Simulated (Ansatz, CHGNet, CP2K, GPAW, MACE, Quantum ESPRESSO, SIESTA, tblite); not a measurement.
# Random packing of Sn (61 atoms) in SIESTA

Wanted: SIESTA inputs and outputs for random packing of Sn (61 atoms), checked against a plane-wave reference.

Main program and level: SIESTA 5.4.2; the method is named at each step.

### Step 1. Set-up

The cell holds 61 atoms: 61 Sn. Cell: a = 11.914 Å, b = 11.914 Å, c = 11.914 Å, α = 90.0°, β = 90.0°, γ = 90.0°. 61 atoms (61 Sn) packed at random in a cube at 7.11 g/cm³ and pushed apart as soft spheres; a start for melting by ab initio MD, not an equilibrated structure. Then every atom was moved at random, 0.05 Å r.m.s. a Cartesian component.

The yardstick, on the same geometry:

| Quantity | Value |
| --- | --- |
| method | Kohn-Sham DFT, PBE, PAW, plane waves (Ansatz 0.2.0); cutoff 420 eV, Γ point, fermi-dirac smearing of 0.05 eV; PAW set soft_2 |
| r.m.s. force component | 1.178 eV/Å |
| longest force | 4.322 eV/Å |
| pressure | 15 GPa |
| SCF cycles | 10 |
| time | 16 s on 8 threads of Arm Neoverse V2, shared host |
| CPU time | 2 min |

### Step 2. PBE, DZP, shift 0.01 Ry, mesh 300 Ry

Method: Kohn-Sham DFT, PBE, PseudoDojo 0.4.1 norm-conserving pseudopotentials (converted to PSML), numerical atomic orbitals (DZP), diagonalisation.

The .psml files are PseudoDojo norm-conserving potentials that we converted to this format, checked against plane waves on the same files for H, C, O, Si, Ge and Ca alone.

The input, input.fdf:

```
SystemLabel cell
NumberOfAtoms 61
NumberOfSpecies 1
%block ChemicalSpeciesLabel
  1 50 Sn
%endblock ChemicalSpeciesLabel
LatticeConstant 1.0 Ang
%block LatticeVectors
  11.91370 0.00000 0.00000
  0.00000 11.91370 0.00000
  0.00000 0.00000 11.91370
%endblock LatticeVectors
PAO.BasisSize DZP
PAO.EnergyShift 0.01 Ry
XC.Functional GGA
XC.Authors PBE
MeshCutoff 300 Ry
%block kgrid_Monkhorst_Pack
  1 0 0 0.0
  0 1 0 0.0
  0 0 1 0.0
%endblock kgrid_Monkhorst_Pack
SolutionMethod diagon
OccupationFunction FD
ElectronicTemperature 580 K
SCF.Mixer.Method Pulay
SCF.Mixer.Weight 0.05
SCF.Mixer.History 8
SCF.Mix Hamiltonian
MaxSCFIterations 300
SCF.DM.Tolerance 1e-04
SCF.H.Tolerance 1.0e-3 eV
WriteForces T
Write.HirshfeldPop T
Write.VoronoiPop T
Write.DM F
Write.H F
XML.Write F
AtomicCoordinatesFormat Fractional
%block AtomicCoordinatesAndAtomicSpecies
  0.97595 0.14213 0.00187 1
  0.44745 0.00268 0.09220 1
  0.80622 0.54071 0.95317 1
  0.26119 0.34622 0.08365 1
  0.62367 0.57635 0.75416 1
  0.31888 0.52911 0.28238 1
  0.39769 0.31549 0.52987 1
  0.18472 0.05704 0.52475 1
  0.72881 0.14599 0.93788 1
  0.45128 0.14327 0.35770 1
  0.21844 0.83384 0.26901 1
  0.33861 0.83954 0.65003 1
  0.34195 0.90301 0.87515 1
  0.11077 0.68463 0.72349 1
  0.08604 0.50861 0.05738 1
  0.60766 0.03602 0.72572 1
  0.51563 0.24333 0.92950 1
  0.00465 0.00351 0.62904 1
  0.88753 0.06574 0.81207 1
  0.93716 0.39976 0.83396 1
  0.47857 0.68968 0.61095 1
  0.60775 0.35335 0.37822 1
  0.68377 0.81906 0.42426 1
  0.03274 0.25076 0.19879 1
  0.30720 0.15922 0.95767 1
  0.11286 0.28736 0.92147 1
  0.93241 0.79827 0.27956 1
  0.30658 0.55659 0.78545 1
  0.20601 0.98055 0.09585 1
  0.48525 0.46280 0.89048 1
  0.41031 0.09256 0.58611 1
  0.63612 0.06128 0.45406 1
  0.82613 0.63910 0.15987 1
  0.66678 0.17244 0.24615 1
  0.20169 0.30462 0.70804 1
  0.87740 0.79645 0.64322 1
  0.40826 0.78783 0.42082 1
  0.86767 0.02542 0.42414 1
  0.03502 0.85631 0.85820 1
  0.95610 0.39123 0.56618 1
  0.28008 0.28920 0.32029 1
  0.43007 0.54405 0.09477 1
  0.63405 0.84697 0.01421 1
  0.19881 0.49841 0.48877 1
  0.17856 0.83180 0.49017 1
  0.04044 0.55343 0.27956 1
  0.02690 0.18933 0.42554 1
  0.21377 0.68816 0.95983 1
  0.78808 0.15652 0.61189 1
  0.84727 0.28544 0.33342 1
  0.73542 0.81625 0.81728 1
  0.05954 0.72533 0.10922 1
  0.01034 0.65240 0.48144 1
  0.77836 0.54097 0.57635 1
  0.56341 0.73185 0.18900 1
  0.87088 0.42299 0.14017 1
[... 1 atom lines left out ...]
  0.66905 0.59664 0.36567 1
  0.62572 0.27779 0.70515 1
  0.56820 0.36423 0.12637 1
  0.99079 0.93604 0.11260 1
%endblock AtomicCoordinatesAndAtomicSpecies
```

The run is started by

```console
OMP_NUM_THREADS=1 mpirun -np 2 siesta < input.fdf > output.txt
```

What it wrote:

```text
Version         : 5.4.2
reinit: System Name:
reinit: System Label: cell
initatom: Reading input for the pseudopotentials and atomic orbitals ----------
Species number:   1 Atomic number:   50 Label: Sn
Ground state valence configuration (from tables):   5s02  5p02  5d00  4f00
---- Processing specs for species: Sn
GGA--PBE XC_GGA_X_PBE--XC_GGA_C_PBE pb
Semicore shell(s) with 10 electrons included in the valence for Sn
Semicore shell(s): 4d
Fallback to non-perturbative polarization scheme for Sn
Please see the manual if this is not desired in principle
Sn pseudopotential only contains V_ls up to l=2 -- lmxkb reset.
Using PAO.SplitTailNorm
%block ChemicalSpeciesLabel
    1   50 Sn                      # Species index, atomic number, species label
%endblock ChemicalSpeciesLabel
%block PAO.Basis                 # Define Basis set
Sn                    4                    # Species label, number of l-shells
 n=5   0   2                         # n, l, Nzeta
   5.669      4.110
   1.000      1.000
 n=5   1   2                         # n, l, Nzeta
   7.445      5.490
   1.000      1.000
 n=4   2   1                         # n, l, Nzeta
   3.320
   1.000
 n=5   2   1                         # n, l, Nzeta
   7.445
   1.000
%endblock PAO.Basis
coor:   Atomic-coordinates input format  =     Fractional
siesta: System type = bulk
initatomlists: Number of atoms, orbitals, and projectors:     61  1098  1098
siesta: ******************** Simulation parameters ****************************
Total number of electrons:   854.000000
Total ionic charge:   854.000000
 Kpoints in:            1 . Kpoints trimmed:            1
siesta: k-grid: Number of k-points = 1
siesta: k-points from Monkhorst-Pack grid
siesta: k-cutoff (effective) =     5.957 Ang
siesta: k-point supercell and displacements
siesta: k-grid:     1     0     0      0.000
siesta: k-grid:     0     1     0      0.000
siesta: k-grid:     0     0     1      0.000
                     ====================================
                        Single-point calculation
                     ====================================
outcell: Unit cell vectors (Ang):
       11.913700    0.000000    0.000000
        0.000000   11.913700    0.000000
        0.000000    0.000000   11.913700
outcell: Cell vector modules (Ang)   :   11.913700   11.913700   11.913700
outcell: Cell angles (23,13,12) (deg):     90.0000     90.0000     90.0000
outcell: Cell volume (Ang**3)        :   1690.9859
Gamma-point calculation with multiply-connected orbital pairs
Gamma-point calculation with multiply-connected orbital pairs
Folding of H and S implicitly performed
Folding of H and S implicitly performed
new_DM -- step:     1
Initializing Density Matrix...
Attempting to read DM from file... Failed...
DM filled with atomic data:
InitMesh: MESH = 128 x 128 x 128 = 2097152
InitMesh: Mesh cutoff (required, used) =   300.000   319.028 Ry
stepf: Fermi-Dirac step function
        iscf     Eharris(eV)        E_KS(eV)     FreeEng(eV)     dDmax    Ef(eV) dHmax(eV)
   scf:    1  -130612.274625  -130704.175064  -130704.474639  0.903405 -3.153535  4.539056
   scf:    2  -130707.599310  -130706.003158  -130706.301075  0.021047 -3.172977  3.446087
   scf:    3  -130710.498116  -130708.403000  -130708.698735  0.038893 -3.211603  2.574130
   scf:    4  -130713.735279  -130711.361625  -130711.657960  0.076727 -3.293874  1.759856
   scf:    5  -130713.391209  -130712.533257  -130712.834916  0.065710 -3.366192  0.618453
   scf:    6  -130712.706608  -130712.626512  -130712.929492  0.013410 -3.377993  0.394803
   scf:    7  -130712.724647  -130712.681330  -130712.984607  0.009431 -3.383256  0.192255
   scf:    8  -130712.714930  -130712.701257  -130713.004370  0.005081 -3.384525  0.085599
   scf:    9  -130712.712258  -130712.707736  -130713.010982  0.003430 -3.384426  0.050439
   scf:   10  -130712.709753  -130712.708842  -130713.012056  0.000930 -3.383839  0.035810
   scf:   11  -130712.709585  -130712.709229  -130713.012437  0.000516 -3.383603  0.026999
   scf:   12  -130712.709880  -130712.709592  -130713.012819  0.000730 -3.383158  0.008999
   scf:   13  -130712.709638  -130712.709628  -130713.012950  0.000286 -3.382640  0.006490
   scf:   14  -130712.709611  -130712.709620  -130713.012967  0.000056 -3.382540  0.006081
   scf:   15  -130712.709576  -130712.709599  -130713.012993  0.000102 -3.382416  0.003120
   scf:   16  -130712.709549  -130712.709575  -130713.013004  0.000103 -3.382333  0.001962
   scf:   17  -130712.709564  -130712.709569  -130713.013007  0.000041 -3.382309  0.001011
   scf:   18  -130712.709567  -130712.709568  -130713.013008  0.000022 -3.382296  0.000875
SCF Convergence by DM+H criterion
max |DM_out - DM_in|         :     0.0000222334
max |H_out - H_in|      (eV) :     0.0008753647
SCF cycle converged after 18 iterations
Using DM_out to compute the final energy and forces
siesta: E_KS(eV) =          -130712.7096
siesta: E_KS - E_eggbox =   -130712.7096
siesta: Atomic forces (eV/Ang):
     1   -0.979711   -0.946551    1.823055
     2    1.313303   -0.377333    0.991166
     3   -1.762400    1.316913   -2.119792
     4    0.875109    1.053396    1.654615
     5    1.574978    0.838406    0.087614
     6   -1.431571    0.985707    0.972449
     7    0.067018    0.706734    1.658381
     8    2.449722    1.364353   -0.790581
     9   -1.173750    0.299647    2.005598
    10   -1.460646   -0.880121   -2.405977
    11    0.697997   -0.538490   -0.426547
    12   -1.801357    2.374258    2.344361
[...]
57   -1.183282   -0.329687   -0.219205
    58    1.676128   -0.849522   -0.968375
    59   -1.233291    2.543727    0.420672
    60    1.368812   -0.247494    0.830083
    61   -2.693361    2.549237   -1.127916
----------------------------------------
   Tot   -0.001215   -0.004857   -0.000923
----------------------------------------
   Max    4.528797
   Res    1.356580    sqrt( Sum f_i^2 / 3N )
----------------------------------------
   Max    4.528797    constrained
Stress tensor Voigt[x,y,z,yz,xz,xy] (kbar):     -161.55     -160.69     -171.25       -1.02       26.85       33.64
(Free)E + p*V (eV/cell)  -130539.4015
Target enthalpy (eV/cell)  -130713.0130
siesta: Program's energy decomposition (eV):
siesta: Ebs     =    -17406.007704
siesta: Eions   =    143261.623240
siesta: Ena     =      7458.251507
siesta: Ekin    =     77788.955889
siesta: Enl     =    -36721.245857
siesta: DEna    =       630.127189
siesta: DUscf   =        14.915940
siesta: Ex      =    -34523.391238
siesta: Ec      =     -2098.699759
siesta: Exc     =    -36622.090997
siesta: Eharris =   -130712.709567
siesta: Etot    =   -130712.709568
siesta: FreeEng =   -130713.013008
siesta: Final energy (eV):
siesta:  Band Struct. =  -17406.007704
siesta:       Kinetic =   77788.955889
siesta:       Hartree =   33426.019243
siesta:         Exch. =  -34523.391238
siesta:         Corr. =   -2098.699759
siesta:   Exch.-corr. =  -36622.090997
siesta:  Ion-electron = -141116.098397
siesta:       Ion-ion =  -64189.495306
siesta:         Total = -130712.709568
siesta:         Fermi =      -3.382296
siesta: Stress tensor (static) (eV/Ang**3):
siesta:    -0.100830    0.020993    0.016759
siesta:     0.020993   -0.100292   -0.000636
siesta:     0.016759   -0.000636   -0.106885
siesta: Cell volume =       1690.985874 Ang**3
siesta: Pressure (static):
siesta:                Solid            Molecule  Units
siesta:           0.00111820          0.00114506  Ry/Bohr**3
siesta:           0.10266878          0.10513419  eV/Ang**3
siesta:         164.49352308        168.44354161  kBar
    Orbital volume contribution        =          60.448142 eV
    (Free)E + p_basis*V_orbitals       =     -130652.564866 eV
    (Free)Eharris+ p_basis*V_orbitals  =     -130652.564864 eV
Hirshfeld Atomic Populations:
Atom #   charge [q] valence [e]  Species
     1    -0.000974   14.000974  Sn
     2     0.014780   13.985220  Sn
     3    -0.017299   14.017299  Sn
     4    -0.005173   14.005173  Sn
     5    -0.002217   14.002217  Sn
     6    -0.019753   14.019753  Sn
     7    -0.008179   14.008179  Sn
     8    -0.009929   14.009929  Sn
     9     0.025907   13.974093  Sn
    10    -0.013159   14.013159  Sn
    11     0.023085   13.976915  Sn
    12     0.014087   13.985913  Sn
[...]
--------------------
 Total     0.000017
Voronoi Atomic Populations:
Atom #   charge [q] valence [e]  Species
[...]
57     0.016830   13.983170  Sn
    58     0.014766   13.985234  Sn
    59     0.008885   13.991115  Sn
    60    -0.011659   14.011659  Sn
    61     0.001856   13.998144  Sn
--------------------
 Total     0.000016
```

Wall time 3 min (2 MPI ranks of Arm Neoverse V2, shared host); peak memory 1.8 GiB.

Banners, paths, timers and routine set-up lines are dropped from the logs unmarked, and long logs keep their key lines alone; longer cuts are marked.

Compared with the plane-wave run:

- r.m.s. force component: 1.357 eV/Å
- r.m.s. difference of force components: 198.7 meV/Å
- longest difference of force vectors: 750.4 meV/Å
- force difference over r.m.s. force: 16.86 %
- slope of forces against the reference's: 1.149
- correlation of force components: 0.9976
- pressure: 16.45 GPa
- pressure difference: 1.449 GPa

The surroundings of Sn60, picked at random, nearest first, numbered as they follow in the input and with coordinates relative to it.

```
atom      x      y      z  distance (Å)  bonds  Hirshfeld charge (e)     Fx     Fy  Fz (eV/Å)
Sn60   0.00   0.00   0.00          0.00      4                  0.00   1.37  -0.25       0.83
Sn42  -1.65   2.14  -0.38          2.73      4                 -0.02   0.15   2.16      -0.88
Sn17  -0.63  -1.44  -2.35          2.82      5                  0.00   0.19  -0.56      -0.49
Sn34   1.17  -2.28   1.43          2.94      5                  0.00   0.59  -2.45      -3.20
Sn22   0.47  -0.13   3.00          3.04      5                  0.00   0.12   0.22       1.07
Sn30  -0.99   1.17  -2.81          3.20      4                  0.01  -0.15   0.16      -0.38
Sn56   3.61   0.70   0.16          3.68      6                 -0.02  -1.11  -2.81       0.34
 Sn4  -3.66  -0.21  -0.51          3.70      4                 -0.01   0.88   1.05       1.65
 Sn9   1.91  -2.60  -2.25          3.93      3                  0.03  -1.17   0.30       2.01
```

Forces lie 17 % from the reference's, at 3.0 times its CPU time (on 2 against 8 cores).

### Step 3. PBE, SZP, shift 0.01 Ry, mesh 300 Ry

Method: Kohn-Sham DFT, PBE, PseudoDojo 0.4.1 norm-conserving pseudopotentials (converted to PSML), numerical atomic orbitals (SZP), diagonalisation.

input.fdf: that of step 2 with these lines changed.

```diff
@@ -12,3 +12,3 @@
 %endblock LatticeVectors
-PAO.BasisSize DZP
+PAO.BasisSize SZP
 PAO.EnergyShift 0.01 Ry
```

The run is started by

```console
OMP_NUM_THREADS=1 siesta < input.fdf > output.txt
```

What it wrote:

```text
Version         : 5.4.2
reinit: System Name:
reinit: System Label: cell
initatom: Reading input for the pseudopotentials and atomic orbitals ----------
Species number:   1 Atomic number:   50 Label: Sn
Ground state valence configuration (from tables):   5s02  5p02  5d00  4f00
---- Processing specs for species: Sn
GGA--PBE XC_GGA_X_PBE--XC_GGA_C_PBE pb
[... lines left out ...]
        iscf     Eharris(eV)        E_KS(eV)     FreeEng(eV)     dDmax    Ef(eV) dHmax(eV)
[... lines left out ...]
SCF Convergence by DM+H criterion
[... lines left out ...]
SCF cycle converged after 18 iterations
[... lines left out ...]
   Max    5.139410
[... lines left out ...]
   Max    5.139410    constrained
Stress tensor Voigt[x,y,z,yz,xz,xy] (kbar):     -175.19     -172.51     -188.79       -1.24       30.24       38.19
[... lines left out ...]
siesta: FreeEng =   -130699.960227
[... lines left out ...]
siesta:         Fermi =      -3.388076
[... lines left out ...]
siesta:     0.023835   -0.107675   -0.000776
siesta:     0.018874   -0.000776   -0.117833
siesta: Cell volume =       1690.985874 Ang**3
siesta: Pressure (static):
siesta:                Solid            Molecule  Units
siesta:           0.00121567          0.00124743  Ry/Bohr**3
siesta:           0.11161812          0.11453375  eV/Ang**3
siesta:         178.83194381        183.50330536  kBar
    Orbital volume contribution        =          49.344061 eV
    (Free)E + p_basis*V_orbitals       =     -130650.616165 eV
    (Free)Eharris+ p_basis*V_orbitals  =     -130650.616158 eV
Hirshfeld Atomic Populations:
Atom #   charge [q] valence [e]  Species
     1    -0.002917   14.002917  Sn
     2     0.010230   13.989770  Sn
     3    -0.016094   14.016094  Sn
[...]
--------------------
 Total     0.000065
Voronoi Atomic Populations:
Atom #   charge [q] valence [e]  Species
[...]
60    -0.013161   14.013161  Sn
    61     0.001959   13.998041  Sn
--------------------
 Total     0.000065
```

Wall time 4.5 min (1 thread); peak memory 1.3 GiB.

Against the reference:

| Property | Result |
| --- | --- |
| r.m.s. force component | 1.537 eV/Å |
| r.m.s. difference of force components | 383.2 meV/Å |
| longest difference of force vectors | 1372 meV/Å |
| force difference over r.m.s. force | 32.53 % |
| slope of forces against the reference's | 1.298 |
| correlation of force components | 0.995 |
| pressure | 17.88 GPa |
| pressure difference | 2.883 GPa |

This is a coarse setting, run to see what it loses.

Against the first run (17 %), the force difference from the reference is 33 %, at 0.74 times the CPU time (on 1 against 2 cores), with 854 basis functions against 1098: the smaller basis costs accuracy.

### Step 4. PBE, DZ, shift 0.01 Ry, mesh 300 Ry

Method: Kohn-Sham DFT, PBE, PseudoDojo 0.4.1 norm-conserving pseudopotentials (converted to PSML), numerical atomic orbitals (DZ), diagonalisation.

input.fdf: that of step 3 with these lines changed.

```diff
@@ -12,3 +12,3 @@
 %endblock LatticeVectors
-PAO.BasisSize SZP
+PAO.BasisSize DZ
 PAO.EnergyShift 0.01 Ry
```

What it wrote:

```text
Version         : 5.4.2
reinit: System Name:
reinit: System Label: cell
initatom: Reading input for the pseudopotentials and atomic orbitals ----------
Species number:   1 Atomic number:   50 Label: Sn
Ground state valence configuration (from tables):   5s02  5p02  5d00  4f00
---- Processing specs for species: Sn
GGA--PBE XC_GGA_X_PBE--XC_GGA_C_PBE pb
[... lines left out ...]
        iscf     Eharris(eV)        E_KS(eV)     FreeEng(eV)     dDmax    Ef(eV) dHmax(eV)
[... lines left out ...]
SCF Convergence by DM+H criterion
[... lines left out ...]
SCF cycle converged after 19 iterations
[... lines left out ...]
   Max    4.532906
[... lines left out ...]
   Max    4.532906    constrained
Stress tensor Voigt[x,y,z,yz,xz,xy] (kbar):     -153.07     -149.65     -162.00        0.39       27.13       35.11
[... lines left out ...]
siesta: FreeEng =   -130676.439325
[... lines left out ...]
siesta:         Fermi =      -3.229444
[... lines left out ...]
siesta:     0.021913   -0.093406    0.000243
siesta:     0.016936    0.000243   -0.101113
siesta: Cell volume =       1690.985874 Ang**3
siesta: Pressure (static):
siesta:                Solid            Molecule  Units
siesta:           0.00105304          0.00109858  Ry/Bohr**3
siesta:           0.09668546          0.10086664  eV/Ang**3
siesta:         154.90718090        161.60617545  kBar
    Orbital volume contribution        =          40.946839 eV
    (Free)E + p_basis*V_orbitals       =     -130635.492486 eV
    (Free)Eharris+ p_basis*V_orbitals  =     -130635.492481 eV
Hirshfeld Atomic Populations:
Atom #   charge [q] valence [e]  Species
     1     0.005143   13.994857  Sn
     2     0.020863   13.979137  Sn
     3    -0.023163   14.023163  Sn
[...]
--------------------
 Total     0.000037
Voronoi Atomic Populations:
Atom #   charge [q] valence [e]  Species
[...]
60    -0.025592   14.025592  Sn
    61     0.000516   13.999484  Sn
--------------------
 Total     0.000036
```

Elapsed: 2.4 min, on 1 thread; peak memory 0.96 GiB.

Compared with the plane-wave run:

- r.m.s. force component: 1.408 eV/Å
- r.m.s. difference of force components: 295.5 meV/Å
- longest difference of force vectors: 1065 meV/Å
- force difference over r.m.s. force: 25.08 %
- slope of forces against the reference's: 1.183
- correlation of force components: 0.9896
- pressure: 15.49 GPa
- pressure difference: 0.4902 GPa

This is a coarse setting, run to see what it loses.

Against the first run (17 %), the force difference from the reference is 25 %, at 0.40 times the CPU time (on 1 against 2 cores), with 793 basis functions against 1098: the smaller basis costs accuracy.

[end of part 1 of 2]

[Also dropped from logs without a mark: logging warnings of Python, and SIESTA's first energy breakdown and zero terms.]

[Logs are printed without paths, hosts, clocks, repeated set-up lines and the standing remarks that a program may print on its own settings, such as how far it seeks lower states.]

[Hosts, paths, dates, database ids (printed as entryN), source tags and the programs' standing remarks are cut or masked in the printed files.]
